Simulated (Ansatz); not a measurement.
**Ta wire along [111], 24 atoms a period: bands along the axis**

What gap, if any, does the Ta wire along [111], 24 atoms a period have, and how many channels would it open?

Calculated with Ansatz 0.2.0; DFT PBE, plane waves, PAW; relaxation of a wire's period; PAW set soft_1, in the first sound run; inputs show where later runs differ.

## 1. The starting structure

The cell holds 24 atoms: 24 Ta. Its edges and angles: a = 18.538 Å, b = 18.998 Å, c = 2.875 Å, α = 90.0°, β = 90.0°, γ = 90.0°. Vacuum lies along a and b. The structure's axis is c.

## 2. Relaxation of atoms and period

Band widths follow the bond lengths, so the wire is relaxed first. The atoms and the third cell vector are free; the box across stays fixed as vacuum. A Fermi-Dirac smearing is set since the result may be a metal. The pressure printed is a third of the stress's trace over the whole box, vacuum included; only the stress along the axis is relaxed.

Input file input.yaml:

```yaml
crystal:
  lattice:
    - [18.538, 0.0, 0.0]
    - [0.0, 18.998, 0.0]
    - [0.0, 0.0, 2.8752043406]
  atoms:
    - { symbol: Ta, position: [0.183407056, 0.464340315, 0.0] }
    - { symbol: Ta, position: [0.310043938, 0.678370895, 0.0] }
    - { symbol: Ta, position: [0.436680819, 0.464340315, 0.0] }
    - { symbol: Ta, position: [0.563317701, 0.678370895, 0.0] }
    - { symbol: Ta, position: [0.183407056, 0.607027368, 0.333333333] }
    - { symbol: Ta, position: [0.310043938, 0.392996788, 0.333333333] }
    - { symbol: Ta, position: [0.436680819, 0.178966207, 0.333333333] }
    - { symbol: Ta, position: [0.436680819, 0.607027368, 0.333333333] }
    - { symbol: Ta, position: [0.563317701, 0.392996788, 0.333333333] }
    - { symbol: Ta, position: [0.563317701, 0.821057949, 0.333333333] }
    - { symbol: Ta, position: [0.689954583, 0.607027368, 0.333333333] }
    - { symbol: Ta, position: [0.816591464, 0.392996788, 0.333333333] }
    - { symbol: Ta, position: [0.183407056, 0.321653261, 0.666666667] }
    - { symbol: Ta, position: [0.310043938, 0.535683842, 0.666666667] }
    - { symbol: Ta, position: [0.436680819, 0.321653261, 0.666666667] }
    - { symbol: Ta, position: [0.436680819, 0.749714422, 0.666666667] }
    - { symbol: Ta, position: [0.563317701, 0.535683842, 0.666666667] }
    - { symbol: Ta, position: [0.689954583, 0.321653261, 0.666666667] }
    - { symbol: Ta, position: [0.689954583, 0.749714422, 0.666666667] }
    - { symbol: Ta, position: [0.816591464, 0.535683842, 0.666666667] }
    - { symbol: Ta, position: [0.310043938, 0.250309734, 0.0] }
    - { symbol: Ta, position: [0.563317701, 0.250309734, 0.0] }
    - { symbol: Ta, position: [0.689954583, 0.464340315, 0.0] }
    - { symbol: Ta, position: [0.816591464, 0.678370895, 0.0] }
kpoints:
  mp_grid: { grid: [1, 1, 28] }
scf:
  occupations: { method: fermi_dirac, width: 0.05 }
hamiltonian:
  xc: pbe
  pseudopotentials: { kind: paw, azcp: { folder: soft_1 } }
relax:
  cell: { fix: [a, b, alpha, beta, gamma] }
  max_steps: 45
  f_tol: 0.03
```

Command:

```sh
$ ansatz run input.yaml --threads 4 --pin off --max-ram 16384MiB --backend cpu --events-out ev --progress --plain --runs-dir out
```

Numbers of over 12 decimals in the logs are rounded to 6 here.

What it wrote:

```text
Engine: ansatz 0.2.0, aarch64-unknown-linux-gnu
Pseudopotentials: kind: paw
Pseudopotential: Ta, paw, valence charge 13, recommended cutoff 420 eV (normal), soft_1/Ta.paw.azcp
Functional definition: PBE
  parameter kappa = 0.804
  parameter beta = 0.066725
  exchange = pbe_x(kappa = kappa, mu = beta*pi^2/3)
  correlation = pbe_c(beta = beta)
Crystal: 24 atoms, lattice volume = 1012.604 Å³
Basis set: ecut = 420 eV, 19803 PW (Γ), exchange–correlation on 250×256×40 points (8 copies of the dense FFT grid, shifted against one another)
Bands: 188, of which v1, the nominal top of the filled ones, is band 156 counted from 1 (155 counted from 0)
Symmetry: 2 space group operations
Space group: P-1 (ITA 2), of the structure as read, at distance tolerance 1.0e-4 Å
k-points: 15 of 28
Non-local potential: Ta, projectors of the file, l = 0: 3, l = 1: 2, l = 2: 2, l = 3: 1
PAW form: soft (Blöchl's): semilocal exchange-correlation on the pseudo side does not see the compensation charge
PAW one-centre angular grid: Ta, 590 points (default); XC on 64 Gauss nodes
Initial density: superposition of atomic densities (neutral atoms: chi_scale 0, normalization atom)
Initial wavefunctions: pseudopotential atomic-orbital guess
Functional: x = pbe(κ = 0.804, μ = 0.219515), c = pbe(β = 0.066725)
SCF iter   1: F=—  HF=-238399.067975 eV  |F-HF|=—  |Δ(HF+E_count)|=         —  Δρ=4.59e-2  dr2=3.44e2  ethr=3.10e-3  ⟨swp⟩=10.4  Hψ=13416  notcnv=0  defer=38
preconditioner: auto → LDOS  [metal: Δε(μ)=0.006 eV  Ē_g=4.124 eV  σ=0.050 eV  W_gap=0.03  n_scr=158 (ndim 8)  ℏωp=12.8 eV  f_vac=0.433  D(μ)=20.87/eV (n_scr^D=100)  β→1.0]
SCF iter   2: F=—  HF=-238401.776439 eV  |F-HF|=—  |Δ(HF+E_count)|=    2.71e0  Δρ=6.17e-2  dr2=9.76e2  ethr=3.10e-3  ⟨swp⟩=8.3  Hψ=8819  notcnv=0  defer=160  recentre
SCF iter   3: F=—  HF=-238380.518620 eV  |F-HF|=—  |Δ(HF+E_count)|=    2.13e1  Δρ=1.99e-2  dr2=8.87e1  ethr=3.10e-3  ⟨swp⟩=6.6  Hψ=8410  notcnv=0  defer=61
SCF iter   4: F=—  HF=-238376.668610 eV  |F-HF|=—  |Δ(HF+E_count)|=    3.85e0  Δρ=3.72e-3  dr2=2.41e-1  ethr=3.10e-3  ⟨swp⟩=3.3  Hψ=4656  notcnv=0  defer=140
SCF iter   5: F=—  HF=-238376.648705 eV  |F-HF|=—  |Δ(HF+E_count)|=   1.99e-2  Δρ=1.30e-3  dr2=1.47e-1  ethr=7.72e-5  ⟨swp⟩=3.6  Hψ=5681  notcnv=0  defer=140
SCF iter   6: F=—  HF=-238376.648034 eV  |F-HF|=—  |Δ(HF+E_count)|=   6.70e-4  Δρ=5.40e-4  dr2=3.17e-2  ethr=4.72e-5  ⟨swp⟩=1.1  Hψ=2715  notcnv=0  defer=140
SCF iter   7: F=—  HF=-238376.647576 eV  |F-HF|=—  |Δ(HF+E_count)|=   4.58e-4  Δρ=1.70e-4  dr2=4.29e-3  ethr=1.02e-5  ⟨swp⟩=1.0  Hψ=2680  notcnv=0  defer=140
SCF iter   8: F=—  HF=-238376.647598 eV  |F-HF|=—  |Δ(HF+E_count)|=   2.19e-5  Δρ=4.21e-5  dr2=1.01e-4  ethr=1.38e-6  ⟨swp⟩=1.8  Hψ=2810  notcnv=0  defer=140
SCF iter   9: F=—  HF=-238376.647628 eV  |F-HF|=—  |Δ(HF+E_count)|=   2.95e-5  Δρ=2.08e-5  dr2=5.58e-5  ethr=3.23e-8  ⟨swp⟩=3.3  Hψ=4960  notcnv=0  defer=140
SCF iter  10: F=—  HF=-238376.645829 eV  |F-HF|=—  |Δ(HF+E_count)|=   1.80e-3  Δρ=7.34e-6  dr2=6.53e-6  ethr=1.79e-8  ⟨swp⟩=1.3  Hψ=2865  notcnv=0  defer=140
SCF iter  11: F=-238376.645828 eV  HF=-238376.645828 eV  |F-HF|=3.91e-8  |Δ(HF+E_count)|=   1.03e-7  Δρ=1.75e-6  dr2=8.71e-8  ethr=3.21e-11  ⟨swp⟩=5.0  Hψ=11818  notcnv=0
SCF 1 converged in 11 iterations: F = -238376.645828 eV  dr2 = 8.71e-8
  greatest PAW one-centre occupation: 0.999 electrons in one spin orbital (limit 2), on the Ta atom at site 16 (counted from 0), in its partial waves of l = 0
relax step   1: F+E_penalty+E_count = -238376.64582839 eV  Δ(F+E_penalty+E_count) = +0.000e0 eV  max|allowed force component| = 1.533e0 eV/Å  Δτ_max = 0.0000 Å  P = -4.890 GPa  Ω = 1012.604 Å³  fix = [a, b, alpha, beta, gamma]  reactions: a -4.662, b -4.513 GPa; alpha -0.037, beta -0.078, gamma +0.089 GPa/rad  (11 SCF iters, dr2 threshold 1.00e-7 eV, accepted)
Crystal: 24 atoms, lattice volume = 973.276 Å³
Basis set: ecut = 420 eV, 19071 PW (Γ), exchange–correlation on 250×256×40 points (8 copies of the dense FFT grid, shifted against one another)
Initial density: handed on by an earlier stage of this run
Initial wavefunctions: those handed on with the density
iter 1 solved again at ethr=2.42e-3 eV; its pass at ethr=3.10e-3 eV (dr2=7.57e0 eV) is discarded
SCF iter   1: F=—  HF=-238378.604211 eV  |F-HF|=—  |Δ(HF+E_count)|=         —  Δρ=1.28e-2  dr2=7.65e0  ethr=2.42e-3  ⟨swp⟩=4.2  Hψ=14915  notcnv=0
preconditioner: auto → LDOS  [metal: Δε(μ)=0.006 eV  Ē_g=3.696 eV  σ=0.050 eV  W_gap=0.03  n_scr=140 (ndim 8)  ℏωp=13.0 eV  f_vac=0.462  D(μ)=31.30/eV (n_scr^D=210)  β→1.0]
SCF iter   2: F=—  HF=-238378.198704 eV  |F-HF|=—  |Δ(HF+E_count)|=   4.06e-1  Δρ=8.00e-3  dr2=2.72e0  ethr=2.42e-3  ⟨swp⟩=3.7  Hψ=4891  notcnv=0  defer=52
SCF iter   3: F=—  HF=-238377.828124 eV  |F-HF|=—  |Δ(HF+E_count)|=   3.71e-1  Δρ=2.03e-3  dr2=1.89e-1  ethr=8.72e-4  ⟨swp⟩=2.5  Hψ=4705  notcnv=0  defer=134
SCF iter   4: F=—  HF=-238377.804025 eV  |F-HF|=—  |Δ(HF+E_count)|=   2.41e-2  Δρ=4.97e-4  dr2=8.07e-3  ethr=6.04e-5  ⟨swp⟩=2.9  Hψ=5504  notcnv=0  defer=140
SCF iter   5: F=—  HF=-238377.805020 eV  |F-HF|=—  |Δ(HF+E_count)|=   9.95e-4  Δρ=1.62e-4  dr2=1.15e-3  ethr=2.59e-6  ⟨swp⟩=2.0  Hψ=3546  notcnv=0  defer=140
SCF iter   6: F=—  HF=-238377.803413 eV  |F-HF|=—  |Δ(HF+E_count)|=   1.61e-3  Δρ=6.20e-5  dr2=1.59e-4  ethr=3.68e-7  ⟨swp⟩=2.0  Hψ=3675  notcnv=0  defer=140
SCF iter   7: F=—  HF=-238377.803427 eV  |F-HF|=—  |Δ(HF+E_count)|=   1.40e-5  Δρ=2.17e-5  dr2=2.10e-5  ethr=5.10e-8  ⟨swp⟩=2.0  Hψ=3623  notcnv=0  defer=140
SCF iter   8: F=-238377.803429 eV  HF=-238377.803430 eV  |F-HF|=1.03e-6  |Δ(HF+E_count)|=   3.02e-6  Δρ=8.00e-6  dr2=2.32e-6  ethr=7.69e-10  ⟨swp⟩=3.5  Hψ=10914  notcnv=0
SCF 2 converged in 8 iterations: F = -238377.803429 eV  dr2 = 2.32e-6
  greatest PAW one-centre occupation: 0.999 electrons in one spin orbital (limit 2), on the Ta atom at site 10 (counted from 0), in its partial waves of l = 0
relax step   2: F+E_penalty+E_count = -238377.80342859 eV  Δ(F+E_penalty+E_count) = -1.158e0 eV  max|allowed force component| = 8.692e-1 eV/Å  Δτ_max = 0.1948 Å  P = +1.463 GPa  Ω = 973.276 Å³  energy of the carried Pulay correction = +3.649e-3 eV  fix = [a, b, alpha, beta, gamma]  reactions: a +1.063, b +1.125 GPa; alpha +0.011, beta +0.007, gamma +0.009 GPa/rad  (8 SCF iters, dr2 threshold 2.40e-6 eV, accepted)
Crystal: 24 atoms, lattice volume = 987.662 Å³
Basis set: ecut = 420 eV, 19359 PW (Γ), exchange–correlation on 250×256×40 points (8 copies of the dense FFT grid, shifted against one another)
iter 1 solved again at ethr=1.46e-3 eV; its pass at ethr=3.10e-3 eV (dr2=4.54e0 eV) is discarded
[...]
relax step   5: F+E_penalty+E_count = -238378.07084810 eV  Δ(F+E_penalty+E_count) = -1.005e-2 eV  max|allowed force component| = 2.574e-2 eV/Å  Δτ_max = 0.0271 Å  P = +0.004 GPa  Ω = 988.101 Å³  energy of the carried Pulay correction = +2.256e-3 eV  fix = [a, b, alpha, beta, gamma]  reactions: a -0.056, b -0.001 GPa; alpha +0.007, beta +0.008, gamma -0.007 GPa/rad  (7 SCF iters, dr2 threshold 7.74e-7 eV, accepted)
[...]
relax step   6: F+E_penalty+E_count = -238378.07155206 eV  Δ(F+E_penalty+E_count) = -7.040e-4 eV  max|allowed force component| = 1.579e-2 eV/Å  Δτ_max = 0.0070 Å  P = -0.034 GPa  Ω = 988.583 Å³  energy of the carried Pulay correction = +2.212e-3 eV  fix = [a, b, alpha, beta, gamma]  reactions: a -0.085, b -0.030 GPa; alpha +0.004, beta +0.002, gamma -0.013 GPa/rad  (7 SCF iters, dr2 threshold 1.27e-8 eV, accepted)
Initial wavefunctions: pseudopotential atomic-orbital guess (no wavefunctions were taken with the density)
iter 1 solved again at ethr=4.79e-6 eV; its pass at ethr=3.10e-3 eV (dr2=1.50e-2 eV) is discarded
SCF iter   1: F=—  HF=-238378.071156 eV  |F-HF|=—  |Δ(HF+E_count)|=         —  Δρ=3.00e-5  dr2=1.03e-6  ethr=4.79e-6  ⟨swp⟩=4.5  Hψ=19188  notcnv=0  defer=1
eigensolver tolerance schedule: the retry pair's looser diagonalisation over-reported the residual by 14541.33 of it (diagonalisation noise at an unbounded share of the residual, at the tolerance the schedule requests for it); recorded, not acted on — ethr = c·dr2/N_el stays at c = 1.0e-1
preconditioner: auto → LDOS  [metal: Δε(μ)=0.004 eV  Ē_g=3.545 eV  σ=0.050 eV  W_gap=0.02  n_scr=142 (ndim 8)  ℏωp=12.9 eV  f_vac=0.461  D(μ)=31.35/eV (n_scr^D=202)  β→1.0]
SCF iter   2: F=—  HF=-238378.069416 eV  |F-HF|=—  |Δ(HF+E_count)|=   1.74e-3  Δρ=6.46e-6  dr2=1.39e-7  ethr=3.30e-10  ⟨swp⟩=5.1  Hψ=10062  notcnv=0  defer=1
SCF iter   3: F=—  HF=-238378.069416 eV  |F-HF|=—  |Δ(HF+E_count)|=   2.10e-8  Δρ=1.36e-6  dr2=3.02e-8  ethr=4.44e-11  ⟨swp⟩=2.0  Hψ=5208  notcnv=0  defer=1
SCF iter   4: F=—  HF=-238378.069416 eV  |F-HF|=—  |Δ(HF+E_count)|=   4.60e-9  Δρ=4.31e-7  dr2=5.29e-9  ethr=9.69e-12  ⟨swp⟩=3.3  Hψ=6474  notcnv=0  defer=1
SCF iter   5: F=—  HF=-238378.069416 eV  |F-HF|=—  |Δ(HF+E_count)|=  6.69e-10  Δρ=1.19e-7  dr2=2.51e-10  ethr=1.70e-12  ⟨swp⟩=2.1  Hψ=4055  notcnv=0  defer=1
SCF iter   6: F=-238378.069416 eV  HF=-238378.069416 eV  |F-HF|=1.46e-10  |Δ(HF+E_count)|=  8.73e-11  Δρ=3.98e-8  dr2=3.83e-11  ethr=1.00e-12  ⟨swp⟩=4.5  Hψ=8647  notcnv=0
SCF 7 converged in 6 iterations: F = -238378.069416 eV  dr2 = 3.83e-11
relax step   7: F+E_penalty+E_count = -238378.06941565 eV  Δ(F+E_penalty+E_count) = +2.136e-3 eV  max|allowed force component| = 1.573e-2 eV/Å  Δτ_max = 0.0000 Å  P = -0.034 GPa  Ω = 988.583 Å³  fix = [a, b, alpha, beta, gamma]  reactions: a -0.084, b -0.029 GPa; alpha +0.004, beta +0.002, gamma -0.013 GPa/rad  stress off target by 1.06e-2 GPa on what of the cell is left free  SCF on the basis re-selected at this cell (its energy is not comparable with the rows above)  (6 SCF iters)
basis re-selected at this cell: Δ(F+E_penalty+E_count) = +2.136e-3 eV, ΔP = +0.000 GPa vs the last step (what re-selecting the basis moved, of the pressure what is left beyond the Pulay correction that the steps carried, after the strain that the cell walked since its last selection, with what the two solves' SCF thresholds leave and, on support functions, any second-order correction that the steps lacked; it is no m [...]
SCF converged after 6 iterations
Free energy (F): -238378.069416 eV
Harris-Foulkes:  -238378.069416 eV  (|F-HF|=1.46e-10)
Internal energy: -238377.812798 eV  (E = F + TS)
E sigma→0 (E₀):  -238377.941107 eV
Entropy (-TS):   -0.256618 eV (-10.692 meV/atom)
Fermi energy:    5.943745 eV
--- Per-component energies (eV) ---
  E_band       = -6488.412780
  E_kinetic    = 9439.603214
  E_local      = -173176.951620  (includes V_loc(G=0)·N_el)
  E_nonlocal   = -262.045266
  E_hartree    = 82783.213793
  E_xc         = -7693.738997
  E_vxc        = -5585.174027  (∫ρ·V_xc dr)
  E_paw        = -199309.533049  (= ΣΔE_a)
  E_vpaw       = -2470.275310  (= ΣTr[D̂ρ^β])
  E_aug_tail   = 0.002255  (compensation charges beyond the density's cutoff)
  E_ewald      = 49841.636872
  E_smearing   = -0.256618  (= −TS)
  E_closure    = 0.000000  (closes the sum)
  Σ components = -238378.069416   (vs F -238378.069416, Δ=0.00e0)
--- Forces (eV/Å), atoms counted from 1 ---
  atom   1  Ta    -0.00098142     0.00881152     0.00548278
  atom   2  Ta    -0.00369416    -0.00032005    -0.00435125
  atom   3  Ta    -0.00602163    -0.00132702     0.00532711
  atom   4  Ta     0.00335340     0.00904947    -0.00055013
  atom   5  Ta     0.00454765    -0.01573440    -0.00142662
  atom   6  Ta     0.00569925     0.00435047    -0.00553929
  atom   7  Ta    -0.01074687     0.01083204     0.00038834
  atom   8  Ta     0.00281572    -0.01028390    -0.00021190
  atom   9  Ta    -0.00281572     0.01028390     0.00021190
  atom  10  Ta     0.01074687    -0.01083204    -0.00038834
  atom  11  Ta    -0.00569925    -0.00435047     0.00553929
  atom  12  Ta    -0.00454765     0.01573440     0.00142662
  atom  13  Ta     0.00270624    -0.00126434     0.00057825
  atom  14  Ta    -0.00675273     0.00074323     0.00058229
  atom  15  Ta    -0.00335340    -0.00904947     0.00055013
  atom  16  Ta     0.00232527     0.00401677     0.00475239
  atom  17  Ta     0.00602163     0.00132702    -0.00532711
  atom  18  Ta     0.00369416     0.00032005     0.00435125
  atom  19  Ta    -0.00524408     0.00303556    -0.00322354
  atom  20  Ta     0.00098142    -0.00881152    -0.00548278
  atom  21  Ta     0.00524408    -0.00303556     0.00322354
  atom  22  Ta    -0.00232527    -0.00401677    -0.00475239
  atom  23  Ta     0.00675273    -0.00074323    -0.00058229
  atom  24  Ta    -0.00270624     0.00126434    -0.00057825
  max |Σ_I F_I| component: 2.60e-18 eV/Å
--- Stress (GPa, compression-positive) ---
       -0.084067       0.012958      -0.002483
        0.012958      -0.028859      -0.003519
       -0.002483      -0.003519       0.010645
  P = ⅓ Tr σ = -0.0341 GPa (-0.341 kbar)
--- Relaxed structure (6 steps of the walk, 6 accepted, 1 SCFs on fresh bases) ---
  F+E_penalty+E_count = -238378.06941565 eV   max|allowed force component| = 1.573e-2 eV/Å   (the final SCF, on the basis selected at the relaxed cell)
  cell:  # Å, volume = 988.5827 Å³
    - [18.538, 0, 0]
    - [0, 18.998, 0]
    - [0, 0, 2.806999]
  atoms:
    - { symbol: Ta, position: [0.186876, 0.464740, -0.00154161] }
    - { symbol: Ta, position: [0.311240, 0.675859, -0.015667] }
    - { symbol: Ta, position: [0.437031, 0.464506, 0.00151957] }
    - { symbol: Ta, position: [0.562618, 0.676762, 0.00406267] }
    - { symbol: Ta, position: [0.192013, 0.602027, 0.318254] }
    - { symbol: Ta, position: [0.312073, 0.394105, 0.328528] }
    - { symbol: Ta, position: [0.436953, 0.188840, 0.318086] }
    - { symbol: Ta, position: [0.435735, 0.608502, 0.333372] }
    - { symbol: Ta, position: [0.564265, 0.391522, 0.333295] }
    - { symbol: Ta, position: [0.563047, 0.811185, 0.348580] }
    - { symbol: Ta, position: [0.687927, 0.605919, 0.338139] }
    - { symbol: Ta, position: [0.807987, 0.397997, 0.348412] }
    - { symbol: Ta, position: [0.192795, 0.327021, 0.676325] }
    - { symbol: Ta, position: [0.311689, 0.535400, 0.662587] }
    - { symbol: Ta, position: [0.437382, 0.323262, 0.662604] }
    - { symbol: Ta, position: [0.438096, 0.747325, 0.682514] }
    - { symbol: Ta, position: [0.562969, 0.535518, 0.665147] }
    - { symbol: Ta, position: [0.688760, 0.324165, 0.682334] }
    - { symbol: Ta, position: [0.687547, 0.746864, 0.668246] }
    - { symbol: Ta, position: [0.813124, 0.535284, 0.668208] }
    - { symbol: Ta, position: [0.312453, 0.253160, -0.00157928] }
    - { symbol: Ta, position: [0.561904, 0.252699, -0.015847] }
    - { symbol: Ta, position: [0.688311, 0.464624, 0.00407975] }
    - { symbol: Ta, position: [0.807205, 0.673003, -0.00965789] }
```

Elapsed: 9.4 min, on 4 threads of Arm Neoverse V1, shared host; peak memory 4.8 GiB.

[end of part 1 of 2]

[Logs are printed without paths, hosts, clocks, repeated set-up lines and the standing remarks that a program may print on its own settings, such as how far it seeks lower states.]

[Hosts, paths, dates, database ids (printed as entryN), source tags and the programs' standing remarks are cut or masked in the printed files.]
